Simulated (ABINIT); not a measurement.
## LiH (Fm-3m): G0W0 in ABINIT against the bands in the self-energy

Wanted: the cheapest bands in the self-energy that holds the gap of LiH (Fm-3m).

Main program and level: ABINIT 10.8.3; PBE and many-body steps on it, plane waves.

Report form: the programs' logs are mostly left out.

The database entry behind the starting cell differs from later determinations by our own check (the deuteride, about 0.2 % short), so it need not match the best structure at ambient conditions.

## Step 1: The starting structure

It takes space group Fm-3m (No. 225, cubic). Conventional cell: a = 4.074 Å, b = 4.074 Å, c = 4.074 Å, α = 90.00°, β = 90.00°, γ = 90.00°. Li has 6 H at 2.04 Å nearest. H has 6 Li at 2.04 Å nearest. Farther neighbours are not listed.

The cell and positions come from the Crystallography Open Database and are kept as given unless a step says otherwise.

## Step 2: Screening, 6×6×6 mesh, 110 bands, screening to 217.7 eV

This step: ABINIT 10.8.3; RPA screening on PBE, plane waves, norm-conserving pseudopotentials.

The RPA dielectric matrix is built and inverted for each q.

The input, run.abi:

```
acell 3*1.0 Angstrom
rprim 
  0.000000000000 2.036750000000 2.036750000000
  2.036750000000 -0.000000000000 2.036750000000
  2.036750000000 2.036750000000 -0.000000000000
ntypat 2
znucl 3 1
natom 2
typat 1 2
xred 
  0.000000000000 0.000000000000 0.000000000000
  0.500000000000 0.500000000000 0.500000000000
pp_dirpath "pseudos"
pseudos "Li.upf, H.upf"
ecut 33
ngkpt 6 6 6
nshiftk 1
shiftk 0 0 0
kptopt 1
chksymbreak 0
istwfk *1
occopt 1
irdwfk 1
optdriver 3
nband 110
ecuteps 8
inclvkb 2
awtr 1
symchi 1
indata_prefix "in"
outdata_prefix "out"
tmpdata_prefix "tmp"
```

Run with:

```console
OMP_NUM_THREADS=1 mpirun -n 4 abinit run.abi > log
```

Elapsed: 38 s, on 4 MPI ranks of Arm Neoverse N1, shared host; peak memory 0.75 GiB.

This step gave:

* ε∞ with local fields, on this mesh, along the program's q direction: 4.183
* the same without local fields: 4.588
* plasma frequency: 18.07 eV
* plane waves in the screening matrix: 137

Local fields lower ε∞ by 9 %.

## Step 3: 10 bands

This step: G0W0 on PBE, plane waves, norm-conserving pseudopotentials.

Edit run.abi of step 2 so:

```diff
@@ -23,8 +23,17 @@
 irdwfk 1
-optdriver 3
-nband 110
+optdriver 4
+nband 10
+gwcalctyp 0
+ecutsigx 33
+symsigma 1
+nkptgw 2
+kptgw 
+  0.5000000000 0.5000000000 0.0000000000
+  0.0000000000 0.0000000000 0.0000000000
+bdgw 
+  1 5
+  1 6
 ecuteps 8
-inclvkb 2
-awtr 1
-symchi 1
+irdscr 1
+ppmodel 1
 indata_prefix "in"
```

It took 3.7 s on 4 MPI ranks; peak memory 0.45 GiB.

This step gave:

* G0W0 gap on the points computed: 4.744 eV
* starting gap on the mesh: 3.022 eV
* k of the valence top: 0.5, 0.5, 0
* k of the conduction bottom: 0.5, 0.5, 0
* Z at the valence top: 0.775
* Z at the conduction bottom: 0.813
* least direct G0W0 gap on the computed points: 4.744 eV

## Step 4: 11 bands

Edit run.abi of step 3 so:

```diff
@@ -24,3 +24,3 @@
 optdriver 4
-nband 10
+nband 11
 gwcalctyp 0
```

The job ended after 3.7 s (4 MPI ranks; peak memory 0.45 GiB; 15 s of CPU time).

Numbers from this step:

```
G0W0 gap on the points computed              : 4.76 eV
starting gap on the mesh                     : 3.022 eV
k of the valence top                         : 0.5, 0.5, 0
k of the conduction bottom                   : 0.5, 0.5, 0
Z at the valence top                         : 0.774
Z at the conduction bottom                   : 0.812
least direct G0W0 gap on the computed points : 4.76 eV
```

## Step 5: 29 bands

The self-energy is evaluated for the states that the input lists, and the levels follow from it, in one-shot runs by the linearised quasiparticle equation.

Edit run.abi of step 4 so:

```diff
@@ -24,3 +24,3 @@
 optdriver 4
-nband 11
+nband 29
 gwcalctyp 0
```

Wall time 5.8 s (4 MPI ranks); peak memory 0.45 GiB.

Numbers from this step:

```
G0W0 gap on the points computed              : 4.882 eV
starting gap on the mesh                     : 3.022 eV
k of the valence top                         : 0.5, 0.5, 0
k of the conduction bottom                   : 0.5, 0.5, 0
least direct G0W0 gap on the computed points : 4.882 eV
```

The gap on the mesh goes from 3.02 eV to 4.88 eV, a correction of +1.86 eV.

## Step 6: 65 bands

Edit run.abi of step 5 so:

```diff
@@ -24,3 +24,3 @@
 optdriver 4
-nband 29
+nband 65
 gwcalctyp 0
```

Run time: 9.8 s. Hardware: 4 MPI ranks; peak memory 0.65 GiB; 39 s of CPU time.

This step gave:

* G0W0 gap on the points computed: 4.933 eV
* starting gap on the mesh: 3.022 eV
* k of the valence top: 0.5, 0.5, 0
* k of the conduction bottom: 0.5, 0.5, 0
* least direct G0W0 gap on the computed points: 4.933 eV

Against the run before, the gap moves by +0.051 eV.

## Step 7: 110 bands

Edit run.abi of step 6 so:

```diff
@@ -24,3 +24,3 @@
 optdriver 4
-nband 65
+nband 110
 gwcalctyp 0
```

Wall time 15 s (4 MPI ranks); peak memory 0.81 GiB.

This step gave:

| Item | Value |
| --- | --- |
| G0W0 gap on the points computed | 4.942 eV |
| starting gap on the mesh | 3.022 eV |
| k of the valence top | 0.5, 0.5, 0 |
| k of the conduction bottom | 0.5, 0.5, 0 |
| least direct G0W0 gap on the computed points | 4.942 eV |

Against the run before, the gap moves by +0.009 eV.

## Step 8: The runs together

Times are wall times on 4 MPI ranks of Arm Neoverse N1, shared host, good to a factor of about two. A run's time includes the screening step that it read.

```tsv
run	mesh	bands	screening cutoff (eV)	DFT gap (eV)	gap on the mesh (eV)	direct (eV)	ε∞ used	time
10 bands	6×6×6	10	217.7	3.022	4.744	4.744	4.18	42 s
11 bands	6×6×6	11	217.7	3.022	4.760	4.760	4.18	42 s
29 bands	6×6×6	29	217.7	3.022	4.882	4.882	4.18	44 s
65 bands	6×6×6	65	217.7	3.022	4.933	4.933	4.18	48 s
110 bands	6×6×6	110	217.7	3.022	4.942	4.942	4.18	53 s
```

## Step 9: Summary of results

| Item | Value |
| --- | --- |
| 10 bands | 4.744 eV |
| 11 bands | 4.760 eV |
| 29 bands | 4.882 eV |
| 65 bands | 4.933 eV |
| 110 bands | 4.942 eV |
| known limits | not at the basis limit |

In words: The setting moved: bands in the self-energy. From 10 bands to 110 bands the gap moves by +0.20 eV. It holds to 0.03 eV from 65 bands on. Bands and screening cutoff are coupled, so a series along one setting does not show full convergence. Bands and cutoff are finite, so the gap is not at the basis limit. The miss can reach some tenths of an eV and take either sign; the mesh is an error of its own. In the G0W0 runs levels were corrected at 2 k points alone, so a gap called «on the mesh» is the least over those, and an edge elsewhere would be missed.

[Paths, hosts, dates, memory and timing lines, banners, echoed tables and standing remarks are left out of the program output.]

[Logs are printed without paths, hosts, clocks, repeated set-up lines and the standing remarks that a program may print on its own settings, such as how far it seeks lower states.]

[Runs of the session that timed out or met a known fault of the program may be left out.]

[Hosts, paths, dates, database ids (printed as entryN), source tags and the programs' standing remarks are cut or masked in the printed files.]

[G0W0 gaps are taken among the corrected bands and points alone; a level outside them can change the order at an edge.]

[Where Ansatz stands beside ABINIT at settings called matched, ABINIT's density can come from a denser mesh and the files from another edition; pairs whose starting gaps differed by over 0.03 eV were left out, so agreement reads better than it is.]
